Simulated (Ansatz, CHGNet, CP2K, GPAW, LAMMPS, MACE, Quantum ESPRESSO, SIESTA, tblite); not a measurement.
# Amorphous Ge (61 atoms) in CP2K, part 3 of 4

How do the settings of CP2K change the result for amorphous Ge (61 atoms)? A plane-wave run serves as the yardstick.

Program: CP2K 2026.2; the method stands at each step. Banners, paths, timers and routine set-up lines are dropped from the logs unmarked, and long logs keep their key lines alone; longer cuts are marked.

So far. Step 7 (PBE, DZVP-MOLOPT-SR, 244/50 Ry, diagonalisation): Against the first run (12 %), the force difference from the reference is 12 %, at 1.1 times the CPU time: the change moves forces by 0.02 meV/Å r.m.s., so most of the difference comes from elsewhere. Step 8 (RPBE, PBE potentials, DZVP-MOLOPT-SR, 350/50 Ry …): Against the first run (12 %), the force difference from the reference is 12 %, at 1.1 times the CPU time; the model has changed, so this is no error of the program alone.

## (9) PBE+rVV10L, DZVP-MOLOPT-SR, 350/50 Ry, diagonalisation

Method: Kohn-Sham DFT, PBE+rVV10 (b = 10, rVV10L), GTH-PBE pseudopotentials, Gaussian and plane waves, DZVP-MOLOPT-SR-GTH, diagonalisation.

input.inp reads:

```
&GLOBAL
  PROJECT cell
  RUN_TYPE ENERGY_FORCE
  PRINT_LEVEL LOW
&END GLOBAL
&FORCE_EVAL
  METHOD QS
  STRESS_TENSOR ANALYTICAL
  &DFT
    BASIS_SET_FILE_NAME BASIS_MOLOPT
    POTENTIAL_FILE_NAME GTH_POTENTIALS
    &MGRID
      CUTOFF 350
      REL_CUTOFF 50
    &END MGRID
    &QS
      EPS_DEFAULT 1.0E-12
    &END QS
    &SCF
      SCF_GUESS ATOMIC
      EPS_SCF 5.0E-06
      MAX_SCF 200
      ADDED_MOS 27
      &DIAGONALIZATION
        ALGORITHM STANDARD
      &END DIAGONALIZATION
      &SMEAR ON
        METHOD FERMI_DIRAC
        ELECTRONIC_TEMPERATURE [K] 580
      &END SMEAR
      &MIXING
        METHOD BROYDEN_MIXING
        ALPHA 0.15
        NBROYDEN 12
      &END MIXING
      &PRINT
        &RESTART OFF
        &END RESTART
      &END PRINT
    &END SCF
    &XC
      &XC_FUNCTIONAL PBE
      &END XC_FUNCTIONAL
      &VDW_POTENTIAL
        POTENTIAL_TYPE NON_LOCAL
        &NON_LOCAL
          TYPE RVV10
          KERNEL_FILE_NAME rVV10_kernel_table.dat
          PARAMETERS 10.0 0.0093
        &END NON_LOCAL
      &END VDW_POTENTIAL
    &END XC
    &PRINT
      &MULLIKEN ON
      &END MULLIKEN
      &HIRSHFELD ON
        SHAPE_FUNCTION DENSITY
      &END HIRSHFELD
      &MO ON
        EIGENVALUES T
        OCCUPATION_NUMBERS T
        MO_INDEX_RANGE 111 134
        &EACH
          QS_SCF 0
        &END EACH
        ADD_LAST NUMERIC
      &END MO
    &END PRINT
  &END DFT
  &SUBSYS
    &CELL
      A 10.64970 0.00000 0.00000
      B 0.00000 10.64970 0.00000
      C 0.00000 0.00000 10.64970
    &END CELL
    &COORD
      SCALED
[... 61 atom lines left out: the same atoms as in the first run ...]
    &END COORD
    &KIND Ge
      BASIS_SET DZVP-MOLOPT-SR-GTH-q4
      POTENTIAL GTH-PBE-q4
    &END KIND
  &END SUBSYS
  &PRINT
    &FORCES ON
    &END FORCES
    &STRESS_TENSOR ON
    &END STRESS_TENSOR
  &END PRINT
&END FORCE_EVAL
```

The run is started by

```
$ OMP_NUM_THREADS=2 cp2k.psmp -i input.inp > output.txt
```

Numbers of over 12 decimals in the logs are rounded to 6 here.

Output:

```text
CP2K| version string:                                       CP2K version 2026.2
 CP2K| Input file name                                                 input.inp
 GLOBAL| Basis set file name                                        BASIS_MOLOPT
 GLOBAL| Potential file name                                      GTH_POTENTIALS
[... lines left out ...]
 Number of electrons:                                                        244
[... lines left out ...]
  Step     Update method      Time    Convergence         Total energy    Change
[... lines left out ...]
  *** SCF run converged in    15 steps ***
[... lines left out ...]
  Fermi energy:                                                 0.208799
  Total energy:                                              -238.576358
  Total energy (extrapolated to T->0):                       -238.571775
[... lines left out ...]
 MO| E(Fermi):            0.208799 a.u.          5.681706 eV
[... lines left out ...]
 ENERGY| Total FORCE_EVAL ( QS ) energy [hartree]           -238.576464
[... lines left out ...]
 FORCES|      1 -9.65314063E-04  3.72051619E-03 -1.88553092E-03   4.28127303E-03
 FORCES|      2  3.52778265E-03 -7.57374520E-03  7.06557583E-03   1.09420852E-02
 FORCES|      3  4.87201872E-03 -3.72140227E-05  2.11569195E-03   5.31169499E-03
[...]
FORCES|     60  6.37555148E-03  1.74044563E-03 -2.25989241E-03   6.98454876E-03
 FORCES|     61 -9.74552306E-03  9.81755785E-03  1.01071831E-02   1.71322740E-02
 FORCES| Sum    -1.57334789E-06  1.19724467E-06 -4.55389160E-07
 FORCES| Total atomic force                                       2.02884146E-06
 STRESS| Analytical stress tensor [bar]
 STRESS|                        x                   y                   z
 STRESS|      x        1.13351590973E+05  -4.07295752893E+03   1.96576439742E+03
 STRESS|      y       -4.07295752893E+03   8.85046594871E+04   2.22101855244E+03
 STRESS|      z        1.96576439742E+03   2.22101855244E+03   1.15970317261E+05
 STRESS| 1/3 Trace                                             1.05942189240E+05
```

Run time: 1.8 min. Hardware: 2 threads of Arm Neoverse V1, shared host; peak memory 2.8 GiB; 3.2 min of CPU time.

Against the reference:

| Quantity | Value |
| --- | --- |
| r.m.s. force component | 0.2918 eV/Å |
| r.m.s. difference of force components | 37.49 meV/Å |
| longest difference of force vectors | 134.1 meV/Å |
| force difference over r.m.s. force | 13.38 % |
| slope of forces against the reference's | 1.033 |
| correlation of force components | 0.9922 |
| pressure | 10.59 GPa |
| pressure difference | 1.054 GPa |

Against the first run (12 %), the force difference from the reference is 13 %, at 2.1 times the CPU time; the model has changed, so this is no error of the program alone.

## (10) PBE, DZVP-MOLOPT-SR, 350/70 Ry, diagonalisation

Method: Kohn-Sham DFT, PBE, GTH-PBE pseudopotentials, Gaussian and plane waves, DZVP-MOLOPT-SR-GTH, diagonalisation.

Changes to input.inp since step 9:

```diff
@@ -13,3 +13,3 @@
       CUTOFF 350
-      REL_CUTOFF 50
+      REL_CUTOFF 70
     &END MGRID
@@ -43,10 +43,2 @@
       &END XC_FUNCTIONAL
-      &VDW_POTENTIAL
-        POTENTIAL_TYPE NON_LOCAL
-        &NON_LOCAL
-          TYPE RVV10
-          KERNEL_FILE_NAME rVV10_kernel_table.dat
-          PARAMETERS 10.0 0.0093
-        &END NON_LOCAL
-      &END VDW_POTENTIAL
     &END XC
@@ -75,6 +67,6 @@
     &END CELL
-    &COORD
-      SCALED
-[... 61 atom lines left out: the same atoms as in the first run ...]
-    &END COORD
+    &TOPOLOGY
+      COORD_FILE_NAME structure.xyz
+      COORD_FILE_FORMAT XYZ
+    &END TOPOLOGY
     &KIND Ge
```

structure.xyz reads:

```xyz
61

Ge 0.19372 3.69044 9.70603
Ge 5.73518 5.30770 5.45073
Ge 7.06906 0.66401 3.45380
Ge 7.60825 3.09640 3.25657
Ge 2.63452 4.81963 1.50502
Ge 5.92102 8.99878 3.47542
Ge 5.35286 4.00503 7.64084
Ge 9.00283 1.73867 8.07950
Ge 2.50939 9.09889 2.74954
Ge 9.38686 4.29332 7.56640
Ge 9.28494 10.02584 2.79576
Ge 6.15105 2.74890 10.51040
Ge 0.28286 1.46093 2.09118
Ge 8.33786 3.45327 0.94686
Ge 5.29194 1.37062 1.73867
Ge 7.92668 6.49866 5.44509
Ge 2.56349 5.80504 7.13008
Ge 10.50284 1.91322 4.59226
Ge 2.40907 7.19430 0.30586
Ge 0.68595 1.84006 6.95255
[... 37 atom lines left out ...]
Ge 3.81440 6.69536 8.95672
Ge 2.71802 0.59660 9.64895
Ge 6.43135 1.76764 8.09899
Ge 9.62818 6.49131 1.76231
```

Output:

```text
CP2K| version string:                                       CP2K version 2026.2
 CP2K| Input file name                                                 input.inp
 GLOBAL| Basis set file name                                        BASIS_MOLOPT
 GLOBAL| Potential file name                                      GTH_POTENTIALS
 GLOBAL| Run type                                                   ENERGY_FORCE
 GLOBAL| Total number of message passing processes                             1
 GLOBAL| Number of threads for this process                                    2
 TOTAL NUMBERS AND MAXIMUM NUMBERS
  Total number of            - Atomic kinds:                                   1
                             - Atoms:                                         61
[... lines left out ...]
                        Smear method:                                FERMI_DIRAC
[... lines left out ...]
 Number of electrons:                                                        244
[... lines left out ...]
  Step     Update method      Time    Convergence         Total energy    Change
[... lines left out ...]
  *** SCF run converged in    15 steps ***
[... lines left out ...]
  Fermi energy:                                                 0.208865
  Total energy:                                              -238.668245
  Total energy (extrapolated to T->0):                       -238.663661
[... lines left out ...]
 MO| E(Fermi):            0.208865 a.u.          5.683504 eV
[... lines left out ...]
 !-----------------------------------------------------------------------------!
 !-----------------------------------------------------------------------------!
                           Hirshfeld Charges
  #Atom  Element  Kind  Ref Charge     Population                    Net charge
      1       Ge     1       4.000          3.998                         0.002
      2       Ge     1       4.000          3.994                         0.006
      3       Ge     1       4.000          4.014                        -0.014
[...]
60       Ge     1       4.000          3.997                         0.003
     61       Ge     1       4.000          3.996                         0.004
  Total Charge                                                           -0.000
 !-----------------------------------------------------------------------------!
 ENERGY| Total FORCE_EVAL ( QS ) energy [hartree]           -238.668363
 FORCES| Atomic forces [hartree/bohr]
 FORCES|   Atom     x               y               z               |f|
 FORCES|      1 -8.95534658E-04  3.71524841E-03 -1.82324698E-03   4.23429836E-03
 FORCES|      2  3.23868596E-03 -7.27744985E-03  6.92830090E-03   1.05570695E-02
 FORCES|      3  4.57359894E-03 -9.52833611E-05  2.11700517E-03   5.04069411E-03
[...]
FORCES|     60  6.28743200E-03  1.75239106E-03 -2.09672281E-03   6.85557599E-03
 FORCES|     61 -9.63665578E-03  1.00476808E-02  9.86895289E-03   1.70650888E-02
 FORCES| Sum    -2.45817571E-07 -1.47060929E-07 -5.05969050E-07
 FORCES| Total atomic force                                       5.81427446E-07
 STRESS| Analytical stress tensor [bar]
 STRESS|                        x                   y                   z
 STRESS|      x        1.16324770160E+05  -4.25516349082E+03   1.91135599951E+03
 STRESS|      y       -4.25516349082E+03   9.13576654524E+04   2.04675030644E+03
 STRESS|      z        1.91135599951E+03   2.04675030644E+03   1.18842919286E+05
 STRESS| 1/3 Trace                                             1.08841784966E+05
```

It took 69 s on 2 threads; peak memory 1.6 GiB.

Against the reference:

```
r.m.s. force component                          : 0.2891 eV/Å
r.m.s. difference of force components           : 32.32 meV/Å
longest difference of force vectors             : 112.6 meV/Å
force difference over r.m.s. force              : 11.54 %
slope of forces against the reference's         : 1.026
correlation of force components                 : 0.994
pressure                                        : 10.88 GPa
pressure difference                             : 1.344 GPa
energy less the same-level run's                : 0.0001 meV/atom
r.m.s. force difference from the same-level run : 0 meV/Å
```

Against the first run (12 %), the force difference from the reference is 12 %, at 1.4 times the CPU time: the change moves forces by under 0.01 meV/Å r.m.s., so most of the difference comes from elsewhere.

## (11) revPBE, PBE potentials, DZVP-MOLOPT-SR, 350/50 Ry, diagonalisation

Method: Kohn-Sham DFT, revPBE, GTH-PBE pseudopotentials, Gaussian and plane waves, DZVP-MOLOPT-SR-GTH, diagonalisation.

Changes to input.inp since step 10:

```diff
@@ -13,3 +13,3 @@
       CUTOFF 350
-      REL_CUTOFF 70
+      REL_CUTOFF 50
     &END MGRID
@@ -41,3 +41,6 @@
     &XC
-      &XC_FUNCTIONAL PBE
+      &XC_FUNCTIONAL
+        &PBE
+          PARAMETRIZATION REVPBE
+        &END PBE
       &END XC_FUNCTIONAL
```

structure.xyz is that of step 10.

Output:

```text
CP2K| version string:                                       CP2K version 2026.2
 CP2K| Input file name                                                 input.inp
 GLOBAL| Basis set file name                                        BASIS_MOLOPT
 GLOBAL| Potential file name                                      GTH_POTENTIALS
 GLOBAL| Run type                                                   ENERGY_FORCE
 GLOBAL| Total number of message passing processes                             1
 GLOBAL| Number of threads for this process                                    2
 TOTAL NUMBERS AND MAXIMUM NUMBERS
  Total number of            - Atomic kinds:                                   1
                             - Atoms:                                         61
[... lines left out ...]
                        Smear method:                                FERMI_DIRAC
[... lines left out ...]
 Number of electrons:                                                        244
[... lines left out ...]
  Step     Update method      Time    Convergence         Total energy    Change
[... lines left out ...]
  *** SCF run converged in    16 steps ***
[... lines left out ...]
  Fermi energy:                                                 0.209036
  Total energy:                                              -238.815718
  Total energy (extrapolated to T->0):                       -238.811127
[... lines left out ...]
 MO| E(Fermi):            0.209036 a.u.          5.688160 eV
[... lines left out ...]
 !-----------------------------------------------------------------------------!
 !-----------------------------------------------------------------------------!
                           Hirshfeld Charges
  #Atom  Element  Kind  Ref Charge     Population                    Net charge
      1       Ge     1       4.000          3.998                         0.002
      2       Ge     1       4.000          3.994                         0.006
      3       Ge     1       4.000          4.014                        -0.014
[...]
60       Ge     1       4.000          3.997                         0.003
     61       Ge     1       4.000          3.995                         0.005
  Total Charge                                                           -0.000
 !-----------------------------------------------------------------------------!
 ENERGY| Total FORCE_EVAL ( QS ) energy [hartree]           -238.815748
 FORCES| Atomic forces [hartree/bohr]
 FORCES|   Atom     x               y               z               |f|
 FORCES|      1 -7.72810140E-04  3.69774518E-03 -1.80419327E-03   4.18636696E-03
 FORCES|      2  2.95820523E-03 -7.08053786E-03  6.78087221E-03   1.02403722E-02
 FORCES|      3  4.37604601E-03 -7.68924300E-05  2.16179255E-03   4.88149958E-03
[...]
FORCES|     60  6.24641198E-03  1.79915862E-03 -2.01289913E-03   6.80488040E-03
 FORCES|     61 -9.62150217E-03  1.02424869E-02  9.74868569E-03   1.71031785E-02
 FORCES| Sum    -1.51057707E-08 -1.99403026E-08 -4.76646570E-07
 FORCES| Total atomic force                                       4.77302580E-07
 STRESS| Analytical stress tensor [bar]
 STRESS|                        x                   y                   z
 STRESS|      x        1.18881408817E+05  -4.39075133931E+03   1.90329152506E+03
 STRESS|      y       -4.39075133931E+03   9.37521803203E+04   1.98843201151E+03
 STRESS|      z        1.90329152506E+03   1.98843201151E+03   1.21330215438E+05
 STRESS| 1/3 Trace                                             1.11321268192E+05
```

The job ended after 54 s (2 threads; peak memory 1.6 GiB; 97 s of CPU time).

Against the reference:

- r.m.s. force component: 0.2879 eV/Å
- r.m.s. difference of force components: 32.5 meV/Å
- longest difference of force vectors: 107 meV/Å
- force difference over r.m.s. force: 11.6 %
- slope of forces against the reference's: 1.021
- correlation of force components: 0.9938
- pressure: 11.13 GPa
- pressure difference: 1.592 GPa

Against the first run (12 %), the force difference from the reference is 12 %, at 1.1 times the CPU time; the model has changed, so this is no error of the program alone.

[end of part 3 of 4]

[Also dropped from logs without a mark: logging warnings of Python, and SIESTA's first energy breakdown and zero terms.]

[Logs are printed without paths, hosts, clocks, repeated set-up lines and the standing remarks that a program may print on its own settings, such as how far it seeks lower states.]

[Hosts, paths, dates, database ids (printed as entryN), source tags and the programs' standing remarks are cut or masked in the printed files.]
